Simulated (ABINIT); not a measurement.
# InSnH3 (Pm-3m): zone-centre phonons, part 3 of 3

Aim: the zone-centre modes of InSnH3 (Pm-3m).

ABINIT 10.8.3; DFT LDA, scalar-relativistic, plane waves, HGH norm-conserving pseudopotentials.

So far. Step 5 (Relaxation): The volume changes by -1.0 % in this run and stands -38.4 % from the first cell. Step 7 (Linear response at Γ): The acoustic modes at Γ come out as far as 0.2 cm⁻¹ from zero, where they should vanish, a small numerical error. The lowest optical mode is imaginary, 334i cm⁻¹, an instability at this level and on this k mesh. The relaxed cell has a = 4.086 Å (conventional setting).

The structure was built from a prototype and need not be the compound's stable phase.

## Step 8: Zone-centre analysis

anaddb reads the merged derivatives and imposes the acoustic sum rule.

anaddb.abi reads:

```
ddb_filepath "gamma_DDB"
output_file "anaddb.abo"
outdata_prefix "anaddb"
asr 1
chneut 1
enunit 2
eivec 1
nph1l 1
qph1l 0.0 0.0 0.0 1.0
```

mrgddb.in reads:

```
gamma_DDB
merged
2
dfpt_gammao_DDB
gso_DDB
```

Run with:

```sh
mrgddb < mrgddb.in > mrgddb.log
OMP_NUM_THREADS=1 anaddb anaddb.abi > anaddb.log
```

anaddb.abo, the main output file:

```text
-outvars_anaddb: echo values of input variables ----------------------

 Miscellaneous information :
      enunit         2
       eivec         1
         asr         1
 First list of wavevector (reduced coord.) :
       nph1l         1
       qph1l
                     0.00000000E+00  0.00000000E+00  0.00000000E+00    1.000E+00

================================================================================

 read the DDB information and perform some checks

  ==== Info on the Cryst% object ====
 Real(R)+Recip(G) space primitive vectors, cartesian coordinates (Bohr,Bohr^-1):
 R(1)=  7.7212648  0.0000000  0.0000000  G(1)=  0.1295125  0.0000000  0.0000000
 R(2)=  0.0000000  7.7212648  0.0000000  G(2)=  0.0000000  0.1295125  0.0000000
 R(3)=  0.0000000  0.0000000  7.7212648  G(3)=  0.0000000  0.0000000  0.1295125
 Unit cell volume ucvol=  4.6032583E+02 bohr^3
 Angles (23,13,12)=  9.00000000E+01  9.00000000E+01  9.00000000E+01 degrees
 Time-reversal symmetry is present
 Reduced atomic positions [iatom, xred, symbol]:
    1)    0.0000000  0.0000000  0.0000000  In
    2)    0.5000000  0.5000000  0.5000000  Sn
    3)    0.5000000  0.5000000  0.0000000   H
    4)    0.5000000  0.0000000  0.5000000   H
    5)    0.0000000  0.5000000  0.5000000   H

 DDB file with 3 blocks has been read.

================================================================================

 Treat the first list of vectors

  Phonon wavevector (reduced coordinates) :  0.00000  0.00000  0.00000
 Phonon energies in Hartree :
  -1.523327E-03 -1.523327E-03 -1.523327E-03  0.000000E+00  0.000000E+00
   0.000000E+00  2.878864E-04  2.878864E-04  2.878864E-04  1.030475E-03
   1.030475E-03  1.030475E-03  1.210730E-03  1.210730E-03  1.210730E-03
 Phonon energies in meV     :
- -4.145185E+01 -4.145185E+01 -4.145185E+01  0.000000E+00  0.000000E+00
-  0.000000E+00  7.833788E+00  7.833788E+00  7.833788E+00  2.804064E+01
-  2.804064E+01  2.804064E+01  3.294565E+01  3.294565E+01  3.294565E+01
 Phonon frequencies in cm-1    :
- -3.343317E+02 -3.343317E+02 -3.343317E+02  0.000000E+00  0.000000E+00
-  0.000000E+00  6.318376E+01  6.318376E+01  6.318376E+01  2.261630E+02
-  2.261630E+02  2.261630E+02  2.657246E+02  2.657246E+02  2.657246E+02
 Phonon frequencies in Thz     :
- -1.002301E+01 -1.002301E+01 -1.002301E+01  0.000000E+00  0.000000E+00
-  0.000000E+00  1.894201E+00  1.894201E+00  1.894201E+00  6.780197E+00
-  6.780197E+00  6.780197E+00  7.966223E+00  7.966223E+00  7.966223E+00
 Phonon energies in Kelvin  :
- -4.810287E+02 -4.810287E+02 -4.810287E+02  0.000000E+00  0.000000E+00
-  0.000000E+00  9.090733E+01  9.090733E+01  9.090733E+01  3.253981E+02
-  3.253981E+02  3.253981E+02  3.823184E+02  3.823184E+02  3.823184E+02

 Eigendisplacements
 (will be given, for each mode : in cartesian coordinates
   for each atom the real part of the displacement vector,
   then the imaginary part of the displacement vector - absolute values smaller than 1.0d-7 are set to zero)
  Mode number    1   Energy   -1.523327E-03
 Attention : low frequency mode.
   (Could be unstable or acoustic mode)
-  1  0.00000000E+00  0.00000000E+00  3.74042749E-05
-     0.00000000E+00  0.00000000E+00  0.00000000E+00
-  2  0.00000000E+00  0.00000000E+00 -2.88635574E-04
-     0.00000000E+00  0.00000000E+00  0.00000000E+00
-  3  0.00000000E+00  0.00000000E+00  2.25496270E-02
-     0.00000000E+00  0.00000000E+00  0.00000000E+00
-  4  0.00000000E+00  0.00000000E+00  3.59176565E-03
-     0.00000000E+00  0.00000000E+00  0.00000000E+00
-  5  0.00000000E+00  0.00000000E+00  3.59176565E-03
-     0.00000000E+00  0.00000000E+00  0.00000000E+00
  Mode number    2   Energy   -1.523327E-03
 Attention : low frequency mode.
   (Could be unstable or acoustic mode)
-  1  0.00000000E+00  3.74042749E-05  0.00000000E+00
-     0.00000000E+00  0.00000000E+00  0.00000000E+00
-  2  0.00000000E+00 -2.88635574E-04  0.00000000E+00
-     0.00000000E+00  0.00000000E+00  0.00000000E+00
-  3  0.00000000E+00  3.59176565E-03  0.00000000E+00
-     0.00000000E+00  0.00000000E+00  0.00000000E+00
-  4  0.00000000E+00  2.25496270E-02  0.00000000E+00
-     0.00000000E+00  0.00000000E+00  0.00000000E+00
-  5  1.84612535E-07  3.59176565E-03  0.00000000E+00
-     0.00000000E+00  0.00000000E+00  0.00000000E+00
  Mode number    3   Energy   -1.523327E-03
 Attention : low frequency mode.
   (Could be unstable or acoustic mode)
-  1  3.74042749E-05  0.00000000E+00  0.00000000E+00
-     0.00000000E+00  0.00000000E+00  0.00000000E+00
-  2 -2.88635574E-04  0.00000000E+00  0.00000000E+00
-     0.00000000E+00  0.00000000E+00  0.00000000E+00
-  3  3.59176565E-03  0.00000000E+00  0.00000000E+00
-     0.00000000E+00  0.00000000E+00  0.00000000E+00
-  4  3.59176565E-03 -1.84612535E-07  0.00000000E+00
-     0.00000000E+00  0.00000000E+00  0.00000000E+00
-  5  2.25496270E-02  0.00000000E+00  0.00000000E+00
-     0.00000000E+00  0.00000000E+00  0.00000000E+00
  Mode number    4   Energy    0.000000E+00
 Attention : low frequency mode.
   (Could be unstable or acoustic mode)
-  1  0.00000000E+00  0.00000000E+00 -1.52284524E-03
-     0.00000000E+00  0.00000000E+00  0.00000000E+00
-  2  0.00000000E+00  0.00000000E+00 -1.52284026E-03
-     0.00000000E+00  0.00000000E+00  0.00000000E+00
-  3  0.00000000E+00  0.00000000E+00 -1.52284512E-03
-     0.00000000E+00  0.00000000E+00  0.00000000E+00
-  4  0.00000000E+00  0.00000000E+00 -1.52280747E-03
-     0.00000000E+00  0.00000000E+00  0.00000000E+00
-  5  0.00000000E+00  0.00000000E+00 -1.52280747E-03
-     0.00000000E+00  0.00000000E+00  0.00000000E+00
  Mode number    5   Energy    0.000000E+00
 Attention : low frequency mode.
   (Could be unstable or acoustic mode)
-  1  0.00000000E+00  1.52284524E-03  0.00000000E+00
-     0.00000000E+00  0.00000000E+00  0.00000000E+00
-  2  0.00000000E+00  1.52284026E-03  0.00000000E+00
-     0.00000000E+00  0.00000000E+00  0.00000000E+00
-  3  0.00000000E+00  1.52280747E-03  0.00000000E+00
-     0.00000000E+00  0.00000000E+00  0.00000000E+00
-  4  0.00000000E+00  1.52284512E-03  0.00000000E+00
-     0.00000000E+00  0.00000000E+00  0.00000000E+00
-  5  0.00000000E+00  1.52280747E-03  0.00000000E+00
-     0.00000000E+00  0.00000000E+00  0.00000000E+00
  Mode number    6   Energy    0.000000E+00
 Attention : low frequency mode.
   (Could be unstable or acoustic mode)
-  1  1.52284524E-03  0.00000000E+00  0.00000000E+00
-     0.00000000E+00  0.00000000E+00  0.00000000E+00
-  2  1.52284026E-03  0.00000000E+00  0.00000000E+00
-     0.00000000E+00  0.00000000E+00  0.00000000E+00
-  3  1.52280747E-03  0.00000000E+00  0.00000000E+00
-     0.00000000E+00  0.00000000E+00  0.00000000E+00
-  4  1.52280747E-03  0.00000000E+00  0.00000000E+00
-     0.00000000E+00  0.00000000E+00  0.00000000E+00
-  5  1.52284512E-03  0.00000000E+00  0.00000000E+00
-     0.00000000E+00  0.00000000E+00  0.00000000E+00
  Mode number    7   Energy    2.878864E-04
-  1  0.00000000E+00  0.00000000E+00 -1.55976154E-03
-     0.00000000E+00  0.00000000E+00  0.00000000E+00
-  2  0.00000000E+00  0.00000000E+00  1.44274809E-03
-     0.00000000E+00  0.00000000E+00  0.00000000E+00
-  3  0.00000000E+00  0.00000000E+00  1.46696636E-03
-     0.00000000E+00  0.00000000E+00  0.00000000E+00
-  4  0.00000000E+00  0.00000000E+00  3.14765640E-03
-     0.00000000E+00  0.00000000E+00  0.00000000E+00
-  5  0.00000000E+00  0.00000000E+00  3.14765640E-03
-     0.00000000E+00  0.00000000E+00  0.00000000E+00
  Mode number    8   Energy    2.878864E-04
-  1  0.00000000E+00  1.55976154E-03  0.00000000E+00
-     0.00000000E+00  0.00000000E+00  0.00000000E+00
-  2  0.00000000E+00 -1.44274809E-03  0.00000000E+00
-     0.00000000E+00  0.00000000E+00  0.00000000E+00
-  3  0.00000000E+00 -3.14765640E-03  0.00000000E+00
-     0.00000000E+00  0.00000000E+00  0.00000000E+00
-  4  0.00000000E+00 -1.46696636E-03  0.00000000E+00
-     0.00000000E+00  0.00000000E+00  0.00000000E+00
-  5  0.00000000E+00 -3.14765640E-03  0.00000000E+00
-     0.00000000E+00  0.00000000E+00  0.00000000E+00
  Mode number    9   Energy    2.878864E-04
-  1  1.55976154E-03  0.00000000E+00  0.00000000E+00
-     0.00000000E+00  0.00000000E+00  0.00000000E+00
-  2 -1.44274809E-03  0.00000000E+00  0.00000000E+00
-     0.00000000E+00  0.00000000E+00  0.00000000E+00
-  3 -3.14765640E-03  0.00000000E+00  0.00000000E+00
-     0.00000000E+00  0.00000000E+00  0.00000000E+00
-  4 -3.14765640E-03  0.00000000E+00  0.00000000E+00
-     0.00000000E+00  0.00000000E+00  0.00000000E+00
-  5 -1.46696636E-03  0.00000000E+00  0.00000000E+00
-     0.00000000E+00  0.00000000E+00  0.00000000E+00
  Mode number   10   Energy    1.030475E-03
-  1  0.00000000E+00  0.00000000E+00  0.00000000E+00
-     0.00000000E+00  0.00000000E+00  0.00000000E+00
-  2  0.00000000E+00  0.00000000E+00  0.00000000E+00
-     0.00000000E+00  0.00000000E+00  0.00000000E+00
-  3  0.00000000E+00  0.00000000E+00  0.00000000E+00
-     0.00000000E+00  0.00000000E+00  0.00000000E+00
-  4  0.00000000E+00  0.00000000E+00 -1.64963405E-02
-     0.00000000E+00  0.00000000E+00  0.00000000E+00
-  5  0.00000000E+00  0.00000000E+00  1.64963405E-02
-     0.00000000E+00  0.00000000E+00  0.00000000E+00
  Mode number   11   Energy    1.030475E-03
-  1  0.00000000E+00  0.00000000E+00  0.00000000E+00
-     0.00000000E+00  0.00000000E+00  0.00000000E+00
-  2  0.00000000E+00  0.00000000E+00  0.00000000E+00
-     0.00000000E+00  0.00000000E+00  0.00000000E+00
-  3  6.09884232E-07 -1.64963404E-02  0.00000000E+00
-     0.00000000E+00  0.00000000E+00  0.00000000E+00
-  4 -6.09884232E-07  0.00000000E+00  0.00000000E+00
-     0.00000000E+00  0.00000000E+00  0.00000000E+00
-  5  0.00000000E+00  1.64963404E-02  0.00000000E+00
-     0.00000000E+00  0.00000000E+00  0.00000000E+00
  Mode number   12   Energy    1.030475E-03
-  1  0.00000000E+00  0.00000000E+00  0.00000000E+00
-     0.00000000E+00  0.00000000E+00  0.00000000E+00
-  2  0.00000000E+00  0.00000000E+00  0.00000000E+00
-     0.00000000E+00  0.00000000E+00  0.00000000E+00
-  3  1.64963404E-02  6.09884198E-07  0.00000000E+00
-     0.00000000E+00  0.00000000E+00  0.00000000E+00
-  4 -1.64963404E-02  0.00000000E+00  0.00000000E+00
-     0.00000000E+00  0.00000000E+00  0.00000000E+00
-  5  0.00000000E+00 -6.09884198E-07  0.00000000E+00
-     0.00000000E+00  0.00000000E+00  0.00000000E+00
  Mode number   13   Energy    1.210730E-03
-  1  0.00000000E+00  0.00000000E+00  1.56286618E-04
-     0.00000000E+00  0.00000000E+00  0.00000000E+00
-  2  0.00000000E+00  0.00000000E+00 -3.70542685E-04
-     0.00000000E+00  0.00000000E+00  0.00000000E+00
-  3  0.00000000E+00  0.00000000E+00 -5.59479872E-03
-     0.00000000E+00  0.00000000E+00  0.00000000E+00
-  4  0.00000000E+00  0.00000000E+00  1.57162904E-02
-     0.00000000E+00  0.00000000E+00  0.00000000E+00
-  5  0.00000000E+00  0.00000000E+00  1.57162904E-02
-     0.00000000E+00  0.00000000E+00  0.00000000E+00
  Mode number   14   Energy    1.210730E-03
-  1  0.00000000E+00 -1.56286618E-04  0.00000000E+00
-     0.00000000E+00  0.00000000E+00  0.00000000E+00
-  2  0.00000000E+00  3.70542685E-04  0.00000000E+00
-     0.00000000E+00  0.00000000E+00  0.00000000E+00
-  3  0.00000000E+00 -1.57162904E-02  0.00000000E+00
-     0.00000000E+00  0.00000000E+00  0.00000000E+00
-  4  0.00000000E+00  5.59479872E-03  0.00000000E+00
-     0.00000000E+00  0.00000000E+00  0.00000000E+00
-  5  0.00000000E+00 -1.57162904E-02  0.00000000E+00
-     0.00000000E+00  0.00000000E+00  0.00000000E+00
  Mode number   15   Energy    1.210730E-03
-  1  1.56286618E-04  0.00000000E+00  0.00000000E+00
-     0.00000000E+00  0.00000000E+00  0.00000000E+00
-  2 -3.70542685E-04  0.00000000E+00  0.00000000E+00
-     0.00000000E+00  0.00000000E+00  0.00000000E+00
-  3  1.57162904E-02  0.00000000E+00  0.00000000E+00
-     0.00000000E+00  0.00000000E+00  0.00000000E+00
-  4  1.57162904E-02  0.00000000E+00  0.00000000E+00
-     0.00000000E+00  0.00000000E+00  0.00000000E+00
-  5 -5.59479872E-03  0.00000000E+00  0.00000000E+00
-     0.00000000E+00  0.00000000E+00  0.00000000E+00

 Analysis of degeneracies and characters (maximum tolerance=1.00E-06 a.u.)
 For each vibration mode, or group of modes if degenerate,
 the characters are given for each symmetry operation (see the list in the log file).
 Symmetry characters of vibration mode #   1
       degenerate with vibration modes #   2 to    3
  3.0 -3.0 -1.0  1.0 -1.0  1.0 -1.0  1.0  1.0 -1.0 -1.0  1.0  1.0 -1.0 -1.0  1.0
 -0.0  0.0 -0.0  0.0  0.0 -0.0  0.0 -0.0  1.0 -1.0 -1.0  1.0 -1.0  1.0  1.0 -1.0
 -0.0  0.0  0.0 -0.0  0.0 -0.0 -0.0  0.0  1.0 -1.0  1.0 -1.0 -1.0  1.0 -1.0  1.0
 Symmetry characters of vibration mode #   4
       degenerate with vibration modes #   5 to    6
  3.0 -3.0 -1.0  1.0 -1.0  1.0 -1.0  1.0  1.0 -1.0 -1.0  1.0  1.0 -1.0 -1.0  1.0
  0.0 -0.0  0.0 -0.0 -0.0  0.0 -0.0  0.0  1.0 -1.0 -1.0  1.0 -1.0  1.0  1.0 -1.0
  0.0 -0.0 -0.0  0.0 -0.0  0.0  0.0 -0.0  1.0 -1.0  1.0 -1.0 -1.0  1.0 -1.0  1.0
 Symmetry characters of vibration mode #   7
       degenerate with vibration modes #   8 to    9
  3.0 -3.0 -1.0  1.0 -1.0  1.0 -1.0  1.0  1.0 -1.0 -1.0  1.0  1.0 -1.0 -1.0  1.0
  0.0 -0.0  0.0 -0.0 -0.0  0.0 -0.0  0.0  1.0 -1.0 -1.0  1.0 -1.0  1.0  1.0 -1.0
  0.0 -0.0 -0.0  0.0 -0.0  0.0  0.0 -0.0  1.0 -1.0  1.0 -1.0 -1.0  1.0 -1.0  1.0
 Symmetry characters of vibration mode #  10
       degenerate with vibration modes #  11 to   12
  3.0 -3.0 -1.0  1.0 -1.0  1.0 -1.0  1.0 -1.0  1.0  1.0 -1.0 -1.0  1.0  1.0 -1.0
 -0.0  0.0 -0.0  0.0  0.0 -0.0  0.0 -0.0 -1.0  1.0  1.0 -1.0  1.0 -1.0 -1.0  1.0
 -0.0  0.0  0.0 -0.0  0.0 -0.0 -0.0  0.0 -1.0  1.0 -1.0  1.0  1.0 -1.0  1.0 -1.0
 Symmetry characters of vibration mode #  13
       degenerate with vibration modes #  14 to   15
  3.0 -3.0 -1.0  1.0 -1.0  1.0 -1.0  1.0  1.0 -1.0 -1.0  1.0  1.0 -1.0 -1.0  1.0
  0.0 -0.0 -0.0  0.0 -0.0  0.0  0.0 -0.0  1.0 -1.0 -1.0  1.0 -1.0  1.0  1.0 -1.0
  0.0 -0.0 -0.0  0.0  0.0 -0.0 -0.0  0.0  1.0 -1.0  1.0 -1.0 -1.0  1.0 -1.0  1.0
-
```

Run time: 0.66 s. Hardware: 1 thread of AMD EPYC 7B13 (Zen 3), shared host.

No LO-TO term; unit eigenvectors of the mass-weighted matrix, from anaddb's displacements. Modes at Γ, with each element's share of the kinetic energy (negative means imaginary):

```csv
mode,frequency (cm⁻¹),symmetry,In %,Sn %,H %
1,-334.3,T1u,0,2,98
2,-334.3,T1u,0,2,98
3,-334.3,T1u,0,2,98
4,0.0,acoustic,49,50,1
5,0.0,acoustic,49,50,1
6,0.0,acoustic,49,50,1
7,63.2,T1u,51,45,4
8,63.2,T1u,51,45,4
9,63.2,T1u,51,45,4
10,226.2,T2u,0,0,100
11,226.2,T2u,0,0,100
12,226.2,T2u,0,0,100
13,265.7,T1u,1,3,97
14,265.7,T1u,1,3,97
15,265.7,T1u,1,3,97
```

Displacements in mode 1 (-334.3 cm⁻¹), the largest set to 1:
```
In1  0.00  0.00  0.00
Sn2  0.00  0.00 -0.01
H3   0.00  0.00  1.00
H4   0.00  0.00  0.16
H5   0.00  0.00  0.16
```

Displacements in mode 13 (265.7 cm⁻¹), the largest set to 1:
```
In1  0.00  0.00  0.01
Sn2  0.00  0.00 -0.02
H3   0.00  0.00 -0.36
H4   0.00  0.00  1.00
H5   0.00  0.00  1.00
```

The rule moves no optical mode by more than 0.1 cm⁻¹.

## Step 9: Summary of results

| Property | Result |
| --- | --- |
| space group after relaxation | Pm-3m |
| volume per atom | 13.6 Å³ |
| highest optical zone-centre mode (no LO-TO term) | 265.7 cm⁻¹ |
| lowest optical zone-centre mode | -334.3 cm⁻¹ |
| imaginary optical modes at the zone centre (no q mesh in this session) | yes |

In words: At the LDA level the optical modes of InSnH3 (Pm-3m) at the zone centre run from 334i to 266 cm⁻¹, so the structure is a saddle point, with 3 modes beyond 10i cm⁻¹ there. These are harmonic frequencies at zero temperature: anharmonic shifts and linewidths and thermal expansion are left out. The HGH files keep few electrons and have no core correction, which is cheap but rough for In and Sn. In a metal the frequencies hang on the k mesh and the smearing, most of all near Kohn anomalies. The structure is a hypothetical one, built on a prototype.

[Host names and launcher messages were left out of these logs when they were recorded.]

[Logs are printed without paths, hosts, clocks, repeated set-up lines and the standing remarks that a program may print on its own settings, such as how far it seeks lower states.]

[Hosts, paths, dates, database ids (printed as entryN), source tags and the programs' standing remarks are cut or masked in the printed files.]
